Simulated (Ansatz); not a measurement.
**SiO2 (P6_422): the G0W0 gap against the k mesh**

How dense a mesh does GW need for SiO2 (P6_422), and how does the time grow?

Main program and level: Ansatz 0.2.0; G0W0 on LDA, plane waves, PAW; PAW set soft_1.

### Step 1. Starting point

The structure is hexagonal, space group P6_422 (No. 181). The conventional cell has a = 5.061 Å, b = 5.061 Å, c = 5.541 Å, α = 90.00°, β = 90.00°, γ = 120.00°. Nearest to Si lie 4 O at 1.61 Å. Nearest to O lie 2 Si at 1.61 Å. Farther neighbours and most contacts between anions are not listed.

The cell and positions are those that the Materials Project relaxed with its own functionals (PBE, PBE+U or r2SCAN), kept fixed.

### Step 2. The 3×3×2 mesh

G0W0 replaces the xc potential by the self-energy, built once from these orbitals. Only a window of levels is corrected, while the sums run over the empty bands that the input names. This step takes PAW set soft_1 files.

input.yaml

```yaml
crystal:
  lattice:
    - [5.0605222284, 0.0, 0.0]
    - [-2.5302611142, 4.3825408062, 0.0]
    - [0.0, 0.0, 5.54135331]
  atoms:
    - { symbol: Si, position: [0.0, 0.5, 0.33333333] }
    - { symbol: Si, position: [0.5, 0.5, 0.66666667] }
    - { symbol: Si, position: [0.5, 0.0, 0.0] }
    - { symbol: O, position: [0.58278926, 0.79139463, 0.83333333] }
    - { symbol: O, position: [0.79139463, 0.58278926, 0.5] }
    - { symbol: O, position: [0.79139463, 0.20860537, 0.16666667] }
    - { symbol: O, position: [0.41721074, 0.20860537, 0.83333333] }
    - { symbol: O, position: [0.20860537, 0.41721074, 0.5] }
    - { symbol: O, position: [0.20860537, 0.79139463, 0.16666667] }
kpoints:
  mp_grid: { grid: [3, 3, 2] }
hamiltonian:
  xc: lda
  pseudopotentials: { kind: paw, azcp: { folder: soft_1 }, xc_functional: pbe }
scf:
  occupations: { method: fixed }
gw:
  n_empty_bands: 279
  ecut_chi: 100
  qp_bands: [v3, c3]
  qp_kpoints: band_edges
  screening: { model: contour_deformation }
```

Run with:

```bash
ansatz run input.yaml --threads 2 --pin off --max-ram 92160MiB --backend cuda --events-out ev --progress --plain --runs-dir out --devices 1 --max-vram 13GiB
```

Numbers of over 12 decimals in the logs are rounded to 6 here.

The log of the run:

```text
GPUs: using 1 of 1 available (devices: 1).
Engine: ansatz 0.2.0, x86_64-unknown-linux-gnu
Pseudopotentials: kind: paw
Pseudopotential: Si, paw, valence charge 4, recommended cutoff 420 eV (normal), soft_1/Si.paw.azcp
Pseudopotential: O, paw, valence charge 6, recommended cutoff 420 eV (normal), soft_1/O.paw.azcp
Functional definition: SPW92
  exchange = slater_x
  correlation = pw_c
device memory: the entry about to start is reckoned to put 1.2 GiB on a device that reports 61.8 GiB free (of which the cap on the GPU budget leaves the run 13.0 GiB)
GPU FFT provider: cuFFT
GPU libraries: cuBLAS 13.8.2, cuFFT 12.4.0, cuSOLVER 12.3.4
Crystal: 9 atoms, lattice volume = 122.896 Å³
Basis set: ecut = 420 eV, 2449 PW (Γ)
Bands: 33, of which v1, the nominal top of the filled ones, is band 24 counted from 1 (23 counted from 0)
Symmetry: 12 space group operations
Space group: P6422 (ITA 181), of the structure as read, at distance tolerance 5.0e-5 Å
k-points: 6 of 18
Non-local potential: Si, projectors of the file, l = 0: 2, l = 1: 2, l = 2: 1
Non-local potential: O, projectors of the file, l = 0: 2, l = 1: 2, l = 2: 1
PAW form: soft (Blöchl's): semilocal exchange-correlation on the pseudo side does not see the compensation charge
PAW frozen core: Si, regenerated for the run's functional, and the local potential with it (the file was generated under x = pbe(κ = 0.804, μ = 0.219515), c = pbe(β = 0.066725))
PAW frozen core: O, regenerated for the run's functional, and the local potential with it (the file was generated under x = pbe(κ = 0.804, μ = 0.219515), c = pbe(β = 0.066725))
PAW one-centre angular grid: Si, 110 points (default); XC on 64 Gauss nodes
PAW one-centre angular grid: O, 110 points (default); XC on 64 Gauss nodes
Initial density: superposition of atomic densities (chi_scale 0.1, normalization cell, long waves kept (reshape's long-wave potential 0.02 eV rms))
Initial wavefunctions: pseudopotential atomic-orbital guess
GPU buffer pool allocated for 51840 grid points (all kernels)
GPU transforms: local potential and band sums: pruned to the plane-wave sphere, on 36×36×40
Functional: x = slater, c = lda
SCF iter   1: F=—  HF=-5173.072277 eV  |F-HF|=—  |Δ(HF+E_count)|=         —  Δρ=1.23e-1  dr2=1.67e1  ethr=3.10e-3  ⟨swp⟩=5.0  Hψ=862  notcnv=0  defer=30
preconditioner: auto → Resta (q_TF=auto, 2.333 Å⁻¹)  ε∞=2.7  [insulator: Δε(μ)=7.121 eV  Ē_g=17.923 eV  n_scr=22 (ndim 8)  ℏωp=23.2 eV  f_vac=0.010  ε∞_Penn≈2.7]
SCF iter   2: F=—  HF=-5168.330330 eV  |F-HF|=—  |Δ(HF+E_count)|=    4.74e0  Δρ=4.18e-2  dr2=8.78e-1  ethr=3.10e-3  ⟨swp⟩=3.5  Hψ=513  notcnv=0  defer=27
SCF iter   3: F=—  HF=-5168.131921 eV  |F-HF|=—  |Δ(HF+E_count)|=   1.98e-1  Δρ=1.97e-2  dr2=2.78e-1  ethr=1.83e-3  ⟨swp⟩=2.0  Hψ=198  notcnv=0  defer=38
SCF iter   4: F=—  HF=-5168.067240 eV  |F-HF|=—  |Δ(HF+E_count)|=   6.47e-2  Δρ=1.43e-3  dr2=2.14e-3  ethr=5.78e-4  ⟨swp⟩=2.8  Hψ=328  notcnv=0  defer=40
SCF iter   5: F=—  HF=-5168.068610 eV  |F-HF|=—  |Δ(HF+E_count)|=   1.37e-3  Δρ=2.16e-4  dr2=9.60e-5  ethr=4.46e-6  ⟨swp⟩=2.3  Hψ=332  notcnv=0  defer=41
SCF iter   6: F=—  HF=-5168.068640 eV  |F-HF|=—  |Δ(HF+E_count)|=   2.93e-5  Δρ=4.58e-5  dr2=2.89e-6  ethr=2.00e-7  ⟨swp⟩=3.0  Hψ=378  notcnv=0  defer=40
SCF iter   7: F=-5168.068642 eV  HF=-5168.068641 eV  |F-HF|=3.45e-8  |Δ(HF+E_count)|=   1.87e-6  Δρ=6.76e-6  dr2=4.64e-8  ethr=2.08e-10  ⟨swp⟩=12.7  Hψ=1293  notcnv=0
SCF 1 converged in 7 iterations: F = -5168.068642 eV  dr2 = 4.64e-8
[...]
device memory: the entry about to start is reckoned to put 1.7 GiB on a device that reports 62.2 GiB free (of which the cap on the GPU budget leaves the run 13.0 GiB)
NSCF: frozen V_eff on 6 k-points
[...]
device memory: the entry about to start is reckoned to put 3.4 GiB on a device that reports 62.5 GiB free (of which the cap on the GPU budget leaves the run 13.0 GiB)
NSCF: frozen V_eff on 6 k-points
G₀W₀ screening: q 1/6
[... further progress lines ...]
device memory: the entry about to start is reckoned to put 0.5 GiB on a device that reports 61.6 GiB free (of which the cap on the GPU budget leaves the run 13.0 GiB)
NSCF: frozen V_eff on 1 k-points
device memory: the entry about to start is reckoned to put 0.5 GiB on a device that reports 60.7 GiB free (of which the cap on the GPU budget leaves the run 13.0 GiB)
NSCF: frozen V_eff on 1 k-points
SCF converged after 7 iterations
Free energy (F): -5168.068642 eV
Harris-Foulkes:  -5168.068641 eV  (|F-HF|=3.45e-8)
Internal energy: -5168.068642 eV  (E = F + TS)
E sigma→0 (E₀):  -5168.068642 eV
Fermi energy:    1.492105 eV
--- Per-component energies (eV) ---
  E_band       = -258.320197
  E_kinetic    = 1160.148978
  E_local      = -3159.599432  (includes V_loc(G=0)·N_el)
  E_nonlocal   = 396.791228
  E_hartree    = 1158.730160
  E_xc         = -592.089005
  E_vxc        = -689.750801  (∫ρ·V_xc dr)
  E_paw        = -2374.123239  (= ΣΔE_a)
  E_vpaw       = -283.373684  (= ΣTr[D̂ρ^β])
  E_aug_tail   = 0.005137  (compensation charges beyond the density's cutoff)
  E_ewald      = -1758.766989
  E_core_change = 0.834521  (= ΣΔE_core)
  E_smearing   = -0.000000  (= −TS)
  E_closure    = -0.000000  (closes the sum)
  Σ components = -5168.068642   (vs F -5168.068642, Δ=0.00e0)
--- Band table (eV; the first three rows and the last of 6) ---
  k-point 0: bands = [... 20 lower, 0.4949, 1.0193, 1.0193, 1.3023, 6.9494, 10.2069, 10.2069, 10.4546, ... 5 higher]
  k-point 1: bands = [... 20 lower, 0.3263, 1.2048, 1.4921, 1.4921, 8.7698, 8.7698, 9.7114, 11.0493, ... 5 higher]
  k-point 2: bands = [... 20 lower, 0.4361, 0.6409, 1.1518, 1.4117, 8.2517, 10.0812, 10.6532, 10.7541, ... 5 higher]
  k-point 5: bands = [... 20 lower, 0.5805, 0.6112, 0.8209, 0.8209, 9.9861, 10.6406, 10.6406, 10.8504, ... 5 higher]
--- G₀W₀: contour deformation, 5 samples at zero and on the imaginary axis and 1 off it, 18 q-points, 279 empty bands' worth ---
  eigenvalues of the whole cell's RPA ε∞ on this k-mesh (on a slab, of 1 + 4πα/V) = 2.3090, 2.3090, 2.3265; static W/v taken at q = 0 is 0.431725
  bands read: the sum over 303 bands ends inside a degenerate multiplet in 1 slot, whose members it reads at an even weight; the widest, k=0: bands 303 to 304 (counted from 1) at 1/2 each
  gw.qp_kpoints: band_edges: 5 of 6 stored k-points solved, in 1 pass; an edge of the gap read off the rows below is read off those points alone
    valence top: of the k-points left out ik 5 came nearest to being solved in a further pass, in band 23 (counted from 1, as in the quasiparticle table): it holds the edge there only if its correction is more favourable than any solved in that band by at least 0.671 eV; those differ by 0.072 eV
    conduction bottom: of the k-points left out ik 5 came nearest to being solved in a further pass, in band 25 (counted from 1, as in the quasiparticle table): it holds the edge there only if its correction is more favourable than any solved in that band by at least 3.037 eV; those differ by 0.458 eV
    ik  band        ε_KS         Σx   Σc(E_QP)       V_xc       Z   E_QP_lin       E_QP  E_QP is
     0    22      1.0193   -25.9419     4.2111   -20.1869  0.8059    -0.5455    -0.5247  root
     0    23      1.0193   -25.9419     4.2111   -20.1869  0.8059    -0.5455    -0.5247  root
     0    24      1.3023   -26.6803     4.2664   -20.9312  0.8054    -0.1990    -0.1803  root
     0    25      6.9494    -6.7092    -3.3216   -11.4973  0.8696     8.4276     8.4159  root
     0    26     10.2069    -6.9257    -3.7066   -12.5610  0.8552    12.1608    12.1356  root
     0    27     10.2069    -6.9257    -3.7066   -12.5610  0.8552    12.1608    12.1356  root
     1    22      1.2048   -26.7414     4.3148   -20.9085  0.8045    -0.3332    -0.3133  root
     1    23      1.4921   -26.8597     4.2841   -21.1034  0.8054     0.0017     0.0199  root
     1    24      1.4921   -26.8597     4.2841   -21.1034  0.8054     0.0017     0.0199  root
     1    25      8.7698    -7.6439    -3.3548   -12.6966  0.8595    10.4854    10.4678  root
     1    26      8.7698    -7.6439    -3.3548   -12.6966  0.8595    10.4854    10.4678  root
     1    27      9.7114    -5.1426    -3.7896   -10.7173  0.8650    11.5167    11.4965  root
     2    22      0.6409   -25.9331     4.2719   -20.0792  0.8042    -0.9637    -0.9410  root
     2    23      1.1518   -26.5327     4.3055   -20.7018  0.8047    -0.3938    -0.3735  root
[...]
4    23      1.0052   -26.5064     4.3274   -20.6381  0.8038    -0.5566    -0.5356  root
     4    24      1.4339   -26.8308     4.2874   -21.0670  0.8055    -0.0608    -0.0424  root
     4    25      9.7330    -7.2468    -3.4957   -12.5310  0.8566    11.5428    11.5215  root
     4    26      9.7330    -7.2468    -3.4957   -12.5310  0.8566    11.5428    11.5215  root
     4    27     10.3133    -8.0911    -3.5554   -13.5677  0.8510    12.2602    12.2345  root
```

Wall time 7.8 s (1 × NVIDIA H100 80GB HBM3 (shared by 6 runs) with 2 threads of AMD EPYC 7R13 (Zen 3), shared host); peak memory 1.2 GiB; 6.1 s of CPU time.

This step gave:

```yaml
bands_summed: 303
rpa_eps_infinity_on_this_mesh_eigenvalues: 2.309, 2.309, 2.327
plane_waves_in_the_screening_matrix: 279
q_points_in_the_mesh: 18
g0w0_gap_on_the_mesh: 8.396 eV
k_of_the_valence_top: 0, 0, -0.5
k_of_the_conduction_bottom: 0, 0, 0
starting_gap_on_the_mesh: 5.457 eV
z_at_the_valence_top: 0.8054
z_at_the_conduction_bottom: 0.8696
least_direct_g0w0_gap_on_the_computed_points: 8.596 eV
```

The gap on the mesh goes from 5.46 eV to 8.40 eV, a correction of +2.94 eV. Between the two edge states, bare exchange in place of the xc potential would open the gap by 10.54 eV, and correlation takes back 7.61 eV.

### Step 3. The 6×6×2 mesh

A second mesh at equal bands and cutoff isolates the sampling error.

Edit input.yaml of step 2 so:

```diff
@@ -16,3 +16,3 @@
 kpoints:
-  mp_grid: { grid: [3, 3, 2] }
+  mp_grid: { grid: [6, 6, 2] }
 hamiltonian:
```

The log of the run:

```text
GPUs: using 1 of 1 available (devices: 1).
[...]
GPU FFT provider: cuFFT
GPU libraries: cuBLAS 13.8.2, cuFFT 12.4.0, cuSOLVER 12.3.4
Crystal: 9 atoms, lattice volume = 122.896 Å³
Basis set: ecut = 420 eV, 2449 PW (Γ)
Bands: 33, of which v1, the nominal top of the filled ones, is band 24 counted from 1 (23 counted from 0)
[... 1 set-up line as in the run before ...]
[...]
k-points: 14 of 72
[...]
GPU buffer pool allocated for 51840 grid points (all kernels)
[...]
SCF iter   1: F=—  HF=-5173.072010 eV  |F-HF|=—  |Δ(HF+E_count)|=         —  Δρ=1.23e-1  dr2=1.67e1  ethr=3.10e-3  ⟨swp⟩=5.0  Hψ=2001  notcnv=0  defer=75
[...]
SCF iter   7: F=-5168.068370 eV  HF=-5168.068370 eV  |F-HF|=4.06e-8  |Δ(HF+E_count)|=   1.99e-6  Δρ=7.69e-6  dr2=5.81e-8  ethr=2.08e-10  ⟨swp⟩=13.1  Hψ=2981  notcnv=0
SCF 1 converged in 7 iterations: F = -5168.068370 eV  dr2 = 5.81e-8
[...]
0    22      1.0192   -25.9228     4.1981   -20.1869  0.8062    -0.5391    -0.5185  root
     0    23      1.0192   -25.9228     4.1981   -20.1869  0.8062    -0.5391    -0.5185  root
     0    24      1.3022   -26.6512     4.2468   -20.9312  0.8059    -0.1893    -0.1710  root
     0    25      6.9493    -6.7492    -3.2880   -11.4974  0.8706     8.4207     8.4095  root
     0    26     10.2068    -6.9438    -3.6891   -12.5611  0.8558    12.1597    12.1349  root
     0    27     10.2068    -6.9438    -3.6891   -12.5611  0.8558    12.1597    12.1349  root
     1    22      1.2047   -26.7196     4.2997   -20.9085  0.8048    -0.3262    -0.3066  root
     1    23      1.4920   -26.8349     4.2671   -21.1034  0.8058     0.0098     0.0277  root
[...]
12    24      1.4339   -26.8086     4.2720   -21.0670  0.8058    -0.0538    -0.0357  root
    12    25      9.7330    -7.2554    -3.4845   -12.5310  0.8570    11.5453    11.5241  root
    12    26      9.7330    -7.2554    -3.4845   -12.5310  0.8570    11.5453    11.5241  root
    12    27     10.3133    -8.0979    -3.5468   -13.5678  0.8513    12.2619    12.2364  root
[key lines of the parts left out:]
SCF converged after 7 iterations
Free energy (F): -5168.068370 eV
Fermi energy:    1.494444 eV
```

The job ended after 16 s (1 × NVIDIA H100 80GB HBM3 (shared by 6 runs) with 2 threads; peak memory 1.4 GiB).

Numbers from this step:

```yaml
bands_summed: 303
rpa_eps_infinity_on_this_mesh_eigenvalues: 2.308, 2.308, 2.326
plane_waves_in_the_screening_matrix: 279
q_points_in_the_mesh: 72
g0w0_gap_on_the_mesh: 8.373 eV
k_of_the_valence_top: 0, -0.5, 0
k_of_the_conduction_bottom: 0, 0, 0
starting_gap_on_the_mesh: 5.455 eV
z_at_the_valence_top: 0.8058
z_at_the_conduction_bottom: 0.8706
least_direct_g0w0_gap_on_the_computed_points: 8.581 eV
```

Against the run with 3×3×2 mesh, 279 empty bands, screening to 100 eV, PAW set soft_1 files, the gap moves by −0.02 eV. A band edge is found at another k point on this mesh.

### Step 4. The 6×6×4 mesh

Edit input.yaml of step 3 so:

```diff
@@ -16,3 +16,3 @@
 kpoints:
-  mp_grid: { grid: [6, 6, 2] }
+  mp_grid: { grid: [6, 6, 4] }
 hamiltonian:
```

The log of the run:

```text
GPUs: using 1 of 1 available (devices: 1).
[...]
GPU FFT provider: cuFFT
GPU libraries: cuBLAS 13.8.2, cuFFT 12.4.0, cuSOLVER 12.3.4
Crystal: 9 atoms, lattice volume = 122.896 Å³
Basis set: ecut = 420 eV, 2449 PW (Γ)
Bands: 33, of which v1, the nominal top of the filled ones, is band 24 counted from 1 (23 counted from 0)
[... 1 set-up line as in the run before ...]
[...]
k-points: 21 of 144 (time reversal used)
[...]
1    23      1.3714   -26.7219     4.2541   -20.9952  0.8058    -0.1193    -0.1011  root
[...]
19    24      1.2407   -26.5745     4.2687   -20.8047  0.8055    -0.2796    -0.2604  root
    19    25      9.8925    -6.1335    -3.4399   -11.2565  0.8624    11.5938    11.5756  root
    19    26      9.9195    -9.1956    -3.8227   -15.0812  0.8490    12.0117    11.9823  root
    19    27     10.5621    -7.9175    -3.5552   -13.3976  0.8515    12.5130    12.4871  root
[key lines of the parts left out:]
SCF converged after 7 iterations
Free energy (F): -5168.068614 eV
Fermi energy:    1.494523 eV
```

Elapsed: 32 s, on 1 × NVIDIA H100 80GB HBM3 (shared by 6 runs) with 2 threads; peak memory 1.6 GiB.

This step gave:

* bands summed: 303
* RPA ε∞ on this mesh (eigenvalues): 2.307, 2.307, 2.325
* plane waves in the screening matrix: 279
* G0W0 gap on the mesh: 8.375 eV
* k of the valence top: 0, -0.5, 0
* k of the conduction bottom: 0, 0, 0
* starting gap on the mesh: 5.455 eV
* least direct G0W0 gap on the computed points: 8.585 eV

Against the run with 6×6×2 mesh, 279 empty bands, screening to 100 eV, PAW set soft_1 files, the gap moves by +0.002 eV.

### Step 5. The meshes together

Times are wall times on 1 × NVIDIA H100 80GB HBM3 (shared by 6 runs) with 2 threads of AMD EPYC 7R13 (Zen 3), shared host, good to a factor of about two.

| mesh | points | irreducible | start (eV) | G0W0 (eV) | shift (eV) | RPA ε∞ (mean) | time |
| --- | --- | --- | --- | --- | --- | --- | --- |
| 3×3×2 | 18 | 6 | 5.457 | 8.396 | +2.939 | 2.31 | 7.8 s |
| 6×6×2 | 72 | 14 | 5.455 | 8.373 | +2.918 | 2.31 | 16 s |
| 6×6×4 | 144 | 21 | 5.455 | 8.375 | +2.921 | 2.31 | 32 s |

### Step 6. Results

| Quantity | Value |
| --- | --- |
| 3×3×2 | 8.396 eV (shift +2.939) |
| 6×6×2 | 8.373 eV (shift +2.918) |
| 6×6×4 | 8.375 eV (shift +2.921) |
| settings | LDA start, 279 empty bands, 100 eV |

**Reading.** The shift is +2.94 eV on 3×3×2 and +2.92 eV on 6×6×4; the last step moves it by +0.002 eV. The RPA ε∞ (mean) ranges from 2.31 to 2.31 and ends at 2.31. From 18 to 144 points the time grows 4.1-fold. Bands and cutoff are modest here, so the values stand off the basis limit.

[Paths, hosts, dates, memory and timing lines, banners, echoed tables and standing remarks are left out of the program output.]

[Logs are printed without paths, hosts, clocks, repeated set-up lines and the standing remarks that a program may print on its own settings, such as how far it seeks lower states.]

[Runs of the session that timed out or met a known fault of the program may be left out.]

[Cells called generated may have been cut or substituted from an entry of the Crystallography Open Database or the Materials Project.]

[Hosts, paths, dates, database ids (printed as entryN), source tags and the programs' standing remarks are cut or masked in the printed files.]
